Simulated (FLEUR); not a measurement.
## Fixed-spin-moment curve of CrIr3 with FLEUR

Wanted: E(M) for CrIr3, with its minima.

Calculated with FLEUR MaX-R8.1; PBEsol; all-electron FLAPW, Dirac cores, scalar-relativistic bands.

## (1) Starting point

Symmetry: Pm-3m, No. 221, cubic system. Conventional cell: a = 3.814 Å, b = 3.814 Å, c = 3.814 Å, α = 90.00°, β = 90.00°, γ = 90.00°. Cr has 12 Ir at 2.70 Å nearest. Ir has 4 Cr at 2.70 Å and 8 Ir at 2.70 Å nearest. Farther neighbours are not listed.

As a file:

```xyz
4
Lattice="3.8141 0.0000 0.0000 0.0000 3.8141 0.0000 0.0000 0.0000 3.8141" Properties=species:S:1:pos:R:3 pbc="T T T"
Cr    0.0000    0.0000    0.0000
Ir    0.0000    1.9071    1.9071
Ir    1.9071    1.9071    0.0000
Ir    1.9071    0.0000    1.9071
```

The cell comes from a database of computed structures and need not be the stable phase.

## (2) The free run

The free run tells which range of moments is worth scanning.

inpgen writes inp.xml from crystal.txt; cutoffs, mixing, functional, smearing and local orbitals are then set in the file. The k list default-1 (kpts.xml, not shown) is a Γ-centred 8×8×8 mesh; where the ranks do not divide the number of points, some are split in two of half the weight.

inp.xml reads:

```
<?xml version="1.0" encoding="UTF-8" standalone="no"?>
<fleurInput fleurInputVersion="0.39">
   <comment>
      CrIr3
   </comment>
   <calculationSetup>
      <cutoffs Kmax="3.6" Gmax="10.8" GmaxXC="10.8" numbands="0"/>
      <scfLoop itmax="90" minDistance="0.00002" maxIterBroyd="15" imix="Anderson" alpha="0.05" precondParam="0.0" spinf="2.0" sdNocoIR="T"/>
      <coreElectrons ctail="T" frcor="F" kcrel="0" coretail_lmax="0"/>
      <xcFunctional name="PBEs" relativisticCorrections="F"/>
      <magnetism jspins="2"/>
      <soc l_soc="F" theta="0.0" phi="0.0" spav="F"/>
      <expertModes spex="0" secvar="F"/>
      <geometryOptimization l_f="F" forcealpha="1.0" forcemix="BFGS" epsdisp="0.00001" epsforce="0.00001"/>
      <ldaU l_linMix="F" mixParam="0.05" spinf="1.0"/>
   </calculationSetup>
   <cell>
      <bzIntegration valenceElectrons="59.0" mode="hist" fermiSmearingEnergy="0.00110248">
         <kPointListSelection listName="default-1"/>
         <xi:include xmlns:xi="http://www.w3.org/2001/XInclude" href="kpts.xml"> </xi:include>
      </bzIntegration>
      <xi:include xmlns:xi="http://www.w3.org/2001/XInclude" href="sym.xml"> </xi:include>
      <bulkLattice scale="1.0">
         <bravaisMatrix>
            <row-1>    7.2076751127272773     0.0000000000000000     0.0000000000000000</row-1>
            <row-2>    0.0000000000000000     7.2076751127272773     0.0000000000000000</row-2>
            <row-3>    0.0000000000000000     0.0000000000000000     7.2076751127272773</row-3>
         </bravaisMatrix>
      </bulkLattice>
   </cell>
   <atomSpecies>
      <species name="Chromium (2.500" element="Cr" atomicNumber="24">
         <mtSphere radius="2.48" gridPoints="819" logIncrement="0.015"/>
         <atomicCutoffs lmax="10" lnonsphr="8"/>
         <electronConfig flipSpins="F">
            <coreConfig>(1s1/2) (2s1/2) (2p1/2) (2p3/2)</coreConfig>
            <valenceConfig>(3s1/2) (3p1/2) (3p3/2) (4s1/2) (3d3/2) (3d5/2)</valenceConfig>
            <stateOccupation state="(4s1/2)" spinUp="0.5" spinDown="0.5"/>
            <stateOccupation state="(3d3/2)" spinUp="1.0" spinDown="1.0"/>
            <stateOccupation state="(3d5/2)" spinUp="2.75" spinDown="0.25"/>
         </electronConfig>
         <energyParameters s="4" p="4" d="3" f="4"/>
         <lo type="SCLO" l="0" n="3" eDeriv="0"/>
         <lo type="SCLO" l="1" n="3" eDeriv="0"/>
      </species>
      <species name="Iridium (Ir)" element="Ir" atomicNumber="77">
         <mtSphere radius="2.48" gridPoints="819" logIncrement="0.016"/>
         <atomicCutoffs lmax="10" lnonsphr="8"/>
         <electronConfig flipSpins="F">
            <coreConfig>(1s1/2) (2s1/2) (2p1/2) (2p3/2) (3s1/2) (3p1/2) (3p3/2) (4s1/2) (3d3/2) (3d5/2) (4p1/2) (4p3/2) (5s1/2) (4d3/2) (4d5/2) (4f5/2) (4f7/2)</coreConfig>
            <valenceConfig>(5p1/2) (5p3/2) (6s1/2) (5d3/2) (5d5/2)</valenceConfig>
            <stateOccupation state="(5d3/2)" spinUp="1.400000" spinDown="1.400000"/>
            <stateOccupation state="(5d5/2)" spinUp="2.100000" spinDown="2.100000"/>
         </electronConfig>
         <energyParameters s="6" p="6" d="5" f="5"/>
         <lo type="SCLO" l="1" n="5" eDeriv="0"/>
      </species>
   </atomSpecies>
   <atomGroups>
      <atomGroup species="Chromium (2.500">
         <relPos label="                   1">.0000000000 .0000000000 .0000000000</relPos>
         <force calculate="T" relaxXYZ="TTT"/>
      </atomGroup>
      <atomGroup species="Iridium (Ir)">
         <relPos label="                   2">.0000000000 1.000/2.000 1.000/2.000</relPos>
         <relPos label="                   3">1.000/2.000 1.000/2.000 .0000000000</relPos>
         <relPos label="                   4">1.000/2.000 .0000000000 1.000/2.000</relPos>
         <force calculate="T" relaxXYZ="TTT"/>
      </atomGroup>
   </atomGroups>
   <output dos="F" band="F" slice="F">
      <bandDOS minEnergy="-.5*Htr" maxEnergy="0.5*Htr" sigma="0.015" storeEVData="T"/>
      <plotting iplot="0" polar="F">
         <plot TwoD="T" vec1="  1.0  0.0  0.0" vec2="  0.0  1.0  0.0" vec3="  0.0  0.0  1.0" zero="  0.0  0.0  0.0" file="plot"/>
      </plotting>
      <moessbauerParams electricFieldGradient="F" isomerShift="F" coreHyperfine="F" valenceHyperfine="F"/>
   </output>
</fleurInput>
```

crystal.txt reads:

```
CrIr3
&input film=F cartesian=F /
3.81413741330  0.00000000000  0.00000000000
0.00000000000  3.81413741330  0.00000000000
0.00000000000  0.00000000000  3.81413741330
1.8897261246
1.0 1.0 1.0

4
24 0.00000000000  0.00000000000  0.00000000000 : 2.500
77 0.00000000000  0.50000000000  0.50000000000
77 0.50000000000  0.50000000000  0.00000000000
77 0.50000000000  0.00000000000  0.50000000000

&kpt div1=8 div2=8 div3=8 gamma=T /
```

Command:

```console
> OMP_NUM_THREADS=1 inpgen -f crystal.txt > inpgen.log  # inp.xml is then edited as shown
> OMP_NUM_THREADS=1 mpirun -n 4 fleur_MPI > fleur.log
```

What it wrote:

```text
Welcome to FLEUR        (www.flapw.de)
      MaX-Release 8.1          (www.max-centre.eu)

 ========== k-point set info ==========
 Selected k-point list: default-1
 k-point list type: mesh
 0 x 0 x 0
 Number of k points: 36

 ------------Calculation Setup---------------------------
 Number of MPI-tasks      :            4
 Number of PE/node        :            4
 Number of OMP-threads    :            1
 k-points in parallel     :            4
 pe's per k-point         :            1
 No of k-point loops      :            9
 Eigenvalue solver        :       lapack
 Number of basis functions:          329
 Approximate size of matrices (H+S) per k-point:         0.002 GB
 --------------------------------------------------------
 Iteration:     1   Distance:      46.12706044 me/bohr^3
 Iteration:     2   Distance:      25.38214181 me/bohr^3
 Iteration:     3   Distance:      15.57542785 me/bohr^3
 Iteration:     4   Distance:      16.39522393 me/bohr^3
 Iteration:     5   Distance:       7.64771010 me/bohr^3
 Iteration:     6   Distance:       7.68312685 me/bohr^3
 Iteration:     7   Distance:       2.01961031 me/bohr^3
 Iteration:     8   Distance:       2.13881157 me/bohr^3
 Iteration:     9   Distance:       0.93757120 me/bohr^3
 Iteration:    10   Distance:       1.16074199 me/bohr^3
 Iteration:    11   Distance:       0.87640497 me/bohr^3
 Iteration:    12   Distance:       0.18174365 me/bohr^3
 Iteration:    13   Distance:       0.05774947 me/bohr^3
 Iteration:    14   Distance:       0.03558921 me/bohr^3
 Iteration:    15   Distance:       0.01494698 me/bohr^3
 Iteration:    16   Distance:       0.01632439 me/bohr^3
 Iteration:    17   Distance:       0.01635271 me/bohr^3
 Iteration:    18   Distance:       0.01330815 me/bohr^3
 Iteration:    19   Distance:       0.00462500 me/bohr^3
 Iteration:    20   Distance:       0.00141438 me/bohr^3
 Iteration:    21   Distance:       0.00170470 me/bohr^3
 Iteration:    22   Distance:       0.00053328 me/bohr^3
 Iteration:    23   Distance:       0.00014874 me/bohr^3
 Iteration:    24   Distance:       0.00019231 me/bohr^3
 Iteration:    25   Distance:       0.00003407 me/bohr^3
 Iteration:    26   Distance:       0.00000710 me/bohr^3

 ********************************************************************
 Run finished successfully
 Stop message:
   all done
 ********************************************************************

--- out.xml (last complete iteration) ---
<iteration numberForCurrentRun="   26" overallNumber="   26">
         [... left out ...]
         <bandgap value="0.0477354534" units="eV"/>
         <sumValenceSingleParticleEnergies value="-20.4156981797" units="Htr"/>
         <FermiEnergy value="0.5306426199" units="Htr"/>
         <valenceDensity>
            <mtCharges spin="1">
               <mtCharge atomType="1" total="7.4218359" s="1.2015429" p="3.2482383" d="2.9263862" f="0.0341787"/>
               <mtCharge atomType="2" total="6.6587333" s="0.2585453" p="3.2152220" d="3.1366392" f="0.0374586"/>
            </mtCharges>
            <mtCharges spin="2">
               <mtCharge atomType="1" total="5.7072845" s="1.1868367" p="3.2241186" d="1.2487874" f="0.0355809"/>
               <mtCharge atomType="2" total="6.8319317" s="0.2664970" p="3.2235030" d="3.2977368" f="0.0339707"/>
            </mtCharges>
            <spinDependentCharge spin="1" total="30.1045537" interstitial="2.7065179" mtSpheres="27.3980358"/>
            <spinDependentCharge spin="2" total="28.8954463" interstitial="2.6923668" mtSpheres="26.2030795"/>
            <totalCharge value="59.0000000000"/>
         </valenceDensity>
         [... left out ...]
         <allElectronCharges>
            <spinDependentCharge spin="1" total="128.1045537" interstitial="2.7092928" mtSpheres="125.3952609"/>
            <spinDependentCharge spin="2" total="126.8954463" interstitial="2.6951498" mtSpheres="124.2002965"/>
            <totalCharge value="254.9999999611"/>
         </allElectronCharges>
         <magneticMomentsInMTSpheres units="muBohr">
            <globalMagMoment atomType="1" vec="0.00000   0.00000   1.71455"/>
            <localMagMoment atomType="1" vec="0.00000   0.00000   1.71455"/>
            <globalMagMoment atomType="2" vec="0.00000   0.00000  -0.17320"/>
            <localMagMoment atomType="2" vec="0.00000   0.00000  -0.17320"/>
         </magneticMomentsInMTSpheres>
         <moessbauerParams unitsHFF="kG" unitsIS="e/bohr^3" unitsEFG="Htr/bohr^2">
         </moessbauerParams>
         <totalEnergy value="   -54609.1974440705" units="Htr">
            <sumOfEigenvalues value="   -33447.7670839525">
               <coreElectrons value="-33427.3513857729"/>
               <valenceElectrons value="-20.4156981797"/>
            </sumOfEigenvalues>
            <densityCoulombPotentialIntegral value="-94129.6222337987"/>
            <densityEffectivePotentialIntegral value="-95551.9292675500"/>
            <chargeDenXCDenIntegral value="-1080.0700498368"/>
            <FockExchangeEnergyValence value="0.0000000000"/>
            <FockExchangeEnergyCore value="0.0000000000"/>
            <atomTypeDependentContributions atomType="1">
               <electronNucleiInteractionDifferentMTs value="1250.7406667167"/>
               <MadelungTerm value="-10.3683273002"/>
            </atomTypeDependentContributions>
            <atomTypeDependentContributions atomType="2">
               <electronNucleiInteractionDifferentMTs value="67181.2024374589"/>
               <MadelungTerm value="-126.1670294559"/>
            </atomTypeDependentContributions>
            <tkbTimesEntropy value="0.0002695440"/>
            <freeEnergy value="-54609.1977136146"/>
            <extrapolationTo0K value="-54609.1975788425"/>
         </totalEnergy>
         <densityConvergence units="me/bohr^3">
            <chargeDensity spin="1" distance="0.0000044880"/>
            <chargeDensity spin="2" distance="0.0000030769"/>
            <overallChargeDensity distance="0.0000029657"/>
            <spinDensity distance="0.0000071010"/>
         </densityConvergence>
      </iteration>
```

The job ended after 46 s (4 MPI ranks of Intel Xeon 6975P-C (Granite Rapids), shared host; peak memory 0.28 GiB; 3 min of CPU time).

Spin moment in the muffin-tin sphere by atom:

| atom | spin moment in the muffin-tin sphere (μB) |
| --- | --- |
| Cr1 | 1.71 |
| Ir2 | -0.17 |
| Ir3 | -0.17 |
| Ir4 | -0.17 |

This step gave:

- free energy: -1485991.9716 eV
- program's band gap on this mesh (in a metal only a level spacing): 0.04774 eV
- magnetization: 1.209 μB
- final state: ferromagnetic, with opposed induced moments

After 26 cycles the largest moment stands at 1.71 μB.

## (3) No spin polarisation

Changes to inp.xml since step 2:

```diff
@@ -10,3 +10,3 @@
       <xcFunctional name="PBEs" relativisticCorrections="F"/>
-      <magnetism jspins="2"/>
+      <magnetism jspins="1"/>
       <soc l_soc="F" theta="0.0" phi="0.0" spav="F"/>
@@ -31,3 +31,3 @@
    <atomSpecies>
-      <species name="Chromium (2.500" element="Cr" atomicNumber="24">
+      <species name="Chromium (Cr)" element="Cr" atomicNumber="24">
          <mtSphere radius="2.48" gridPoints="819" logIncrement="0.015"/>
@@ -37,5 +37,5 @@
             <valenceConfig>(3s1/2) (3p1/2) (3p3/2) (4s1/2) (3d3/2) (3d5/2)</valenceConfig>
-            <stateOccupation state="(4s1/2)" spinUp="0.5" spinDown="0.5"/>
-            <stateOccupation state="(3d3/2)" spinUp="1.0" spinDown="1.0"/>
-            <stateOccupation state="(3d5/2)" spinUp="2.75" spinDown="0.25"/>
+            <stateOccupation state="(4s1/2)" spinUp="0.500000" spinDown="0.500000"/>
+            <stateOccupation state="(3d3/2)" spinUp="1.000000" spinDown="1.000000"/>
+            <stateOccupation state="(3d5/2)" spinUp="1.500000" spinDown="1.500000"/>
          </electronConfig>
@@ -59,3 +59,3 @@
    <atomGroups>
-      <atomGroup species="Chromium (2.500">
+      <atomGroup species="Chromium (Cr)">
          <relPos label="                   1">.0000000000 .0000000000 .0000000000</relPos>
```

Changes to crystal.txt since step 2:

```diff
@@ -9,3 +9,3 @@
 4
-24 0.00000000000  0.00000000000  0.00000000000 : 2.500
+24 0.00000000000  0.00000000000  0.00000000000
 77 0.00000000000  0.50000000000  0.50000000000
```

What it wrote:

```text
[banner, memory and clock lines left out]
Welcome to FLEUR        (www.flapw.de)
      MaX-Release 8.1          (www.max-centre.eu)

 ========== k-point set info ==========
 Selected k-point list: default-1
 k-point list type: mesh
 0 x 0 x 0
 Number of k points: 36

 [... set-up left out ...]
 Iteration:     1   Distance:      45.68709002 me/bohr^3
 Iteration:     2   Distance:      28.10765059 me/bohr^3
 Iteration:     3   Distance:      30.79826999 me/bohr^3
 Iteration:     4   Distance:      28.99507202 me/bohr^3
 Iteration:     5   Distance:       9.84666139 me/bohr^3
 Iteration:     6   Distance:       6.48842749 me/bohr^3
 Iteration:     7   Distance:      16.09552654 me/bohr^3
 Iteration:     8   Distance:      13.87062884 me/bohr^3
[... lines left out ...]
 Iteration:    18   Distance:       0.00361232 me/bohr^3
 Iteration:    19   Distance:       0.00113526 me/bohr^3
 Iteration:    20   Distance:       0.00009719 me/bohr^3
 Iteration:    21   Distance:       0.00009386 me/bohr^3
 Iteration:    22   Distance:       0.00002513 me/bohr^3
 Iteration:    23   Distance:       0.00000336 me/bohr^3

 ********************************************************************
 Run finished successfully
 Stop message:
   all done
 ********************************************************************

--- out.xml (last complete iteration) ---
<iteration numberForCurrentRun="   23" overallNumber="   23">
         [... left out ...]
         <bandgap value="0.0039046799" units="eV"/>
         <sumValenceSingleParticleEnergies value="-20.4620337668" units="Htr"/>
         <FermiEnergy value="0.5353367576" units="Htr"/>
         [... left out ...]
         <totalEnergy value="   -54609.1904004589" units="Htr">
            <sumOfEigenvalues value="   -33448.0418290042">
               <coreElectrons value="-33427.5797952374"/>
               <valenceElectrons value="-20.4620337668"/>
            </sumOfEigenvalues>
         [... left out ...]
            <freeEnergy value="-54609.1910526738"/>
            <extrapolationTo0K value="-54609.1907265664"/>
         </totalEnergy>
         <densityConvergence units="me/bohr^3">
            <chargeDensity spin="1" distance="0.0000033623"/>
         </densityConvergence>
      </iteration>
```

Run time: 24 s. Hardware: 4 MPI ranks; peak memory 0.23 GiB; 96 s of CPU time.

This step gave:

```yaml
free_energy: -1485991.7903 eV
program_s_band_gap_on_this_mesh_in_a_metal_only_a_level_spacing: 0.003905 eV
final_state: non-magnetic (no spin polarisation)
```

Its energy lies +181.3 meV a cell from the free run's.

## (4) Moment fixed at 1.131 μB

Two Fermi energies hold the total moment; the run starts from the free run's density.

Changes to inp.xml since step 3:

```diff
@@ -10,3 +10,3 @@
       <xcFunctional name="PBEs" relativisticCorrections="F"/>
-      <magnetism jspins="1"/>
+      <magnetism jspins="2" fixed_moment="1.131"/>
       <soc l_soc="F" theta="0.0" phi="0.0" spav="F"/>
@@ -31,3 +31,3 @@
    <atomSpecies>
-      <species name="Chromium (Cr)" element="Cr" atomicNumber="24">
+      <species name="Chromium (2.500" element="Cr" atomicNumber="24">
          <mtSphere radius="2.48" gridPoints="819" logIncrement="0.015"/>
@@ -37,5 +37,5 @@
             <valenceConfig>(3s1/2) (3p1/2) (3p3/2) (4s1/2) (3d3/2) (3d5/2)</valenceConfig>
-            <stateOccupation state="(4s1/2)" spinUp="0.500000" spinDown="0.500000"/>
-            <stateOccupation state="(3d3/2)" spinUp="1.000000" spinDown="1.000000"/>
-            <stateOccupation state="(3d5/2)" spinUp="1.500000" spinDown="1.500000"/>
+            <stateOccupation state="(4s1/2)" spinUp="0.5" spinDown="0.5"/>
+            <stateOccupation state="(3d3/2)" spinUp="1.0" spinDown="1.0"/>
+            <stateOccupation state="(3d5/2)" spinUp="2.75" spinDown="0.25"/>
          </electronConfig>
@@ -59,3 +59,3 @@
    <atomGroups>
-      <atomGroup species="Chromium (Cr)">
+      <atomGroup species="Chromium (2.500">
          <relPos label="                   1">.0000000000 .0000000000 .0000000000</relPos>
```

Command:

```console
> OMP_NUM_THREADS=1 mpirun -n 4 fleur_MPI > fleur.log
```

What it wrote:

```text
[banner, memory and clock lines left out]
Welcome to FLEUR        (www.flapw.de)
      MaX-Release 8.1          (www.max-centre.eu)

 ========== k-point set info ==========
 Selected k-point list: default-1
 k-point list type: mesh
 0 x 0 x 0
 Number of k points: 36

 [... set-up left out ...]
 Iteration:     1   Distance:       0.42615815 me/bohr^3
 Iteration:     2   Distance:       0.38475174 me/bohr^3
 Iteration:     3   Distance:       0.34924851 me/bohr^3
 Iteration:     4   Distance:       0.04344082 me/bohr^3
 Iteration:     5   Distance:       0.02723193 me/bohr^3
 Iteration:     6   Distance:       0.02717945 me/bohr^3
 Iteration:     7   Distance:       0.02006273 me/bohr^3
 Iteration:     8   Distance:       0.00985106 me/bohr^3
[... lines left out ...]
 Iteration:    14   Distance:       0.00004654 me/bohr^3
 Iteration:    15   Distance:       0.00006850 me/bohr^3
 Iteration:    16   Distance:       0.00008288 me/bohr^3
 Iteration:    17   Distance:       0.00008357 me/bohr^3
 Iteration:    18   Distance:       0.00002816 me/bohr^3
 Iteration:    19   Distance:       0.00001397 me/bohr^3

 ********************************************************************
 Run finished successfully
 Stop message:
   all done
 ********************************************************************

--- out.xml (last complete iteration) ---
<iteration numberForCurrentRun="   19" overallNumber="   45">
         [... left out ...]
         <bandgap value="0.0057044822" units="eV"/>
         <sumValenceSingleParticleEnergies value="-10.0472249117" units="Htr"/>
         <bandgap value="0.0368672942" units="eV"/>
         <sumValenceSingleParticleEnergies value="-20.4199120136" units="Htr"/>
         <FermiEnergy value="0.5342785988" units="Htr"/>
         <FixedTotalMoment fermiEnergyUp="0.5300551776" fermiEnergyDown="0.5342785988" units="Htr"/>
         [... left out ...]
         <magneticMomentsInMTSpheres units="muBohr">
            <globalMagMoment atomType="1" vec="0.00000   0.00000   1.68793"/>
            <globalMagMoment atomType="2" vec="0.00000   0.00000  -0.18913"/>
         </magneticMomentsInMTSpheres>
         [... left out ...]
         <totalEnergy value="   -54609.1973763670" units="Htr">
            <sumOfEigenvalues value="   -33447.7767898218">
               <coreElectrons value="-33427.3568778083"/>
               <valenceElectrons value="-20.4199120136"/>
            </sumOfEigenvalues>
         [... left out ...]
            <freeEnergy value="-54609.1976447332"/>
            <extrapolationTo0K value="-54609.1975105501"/>
         </totalEnergy>
         <densityConvergence units="me/bohr^3">
            <chargeDensity spin="1" distance="0.0000078702"/>
            <chargeDensity spin="2" distance="0.0000084998"/>
            <overallChargeDensity distance="0.0000139704"/>
            <spinDensity distance="0.0000085557"/>
         </densityConvergence>
      </iteration>
```

Elapsed: 29 s, on 4 MPI ranks; peak memory 0.28 GiB.

This step gave:

- magnetization: 1.131 μB

Its energy lies +1.9 meV a cell from the free run's.

(Continued in part 2 of 2.)

[Logs and program files are shortened in this print: banners, set-up blocks, solver, clock and traceback lines can be left out without a mark of their own.]

[Logs are printed without paths, hosts, clocks, repeated set-up lines and the standing remarks that a program may print on its own settings, such as how far it seeks lower states.]

[Hosts, paths, dates, database ids (printed as entryN), source tags and the programs' standing remarks are cut or masked in the printed files.]

[Where a cell is said to come from a database of computed structures, the database is the Materials Project.]
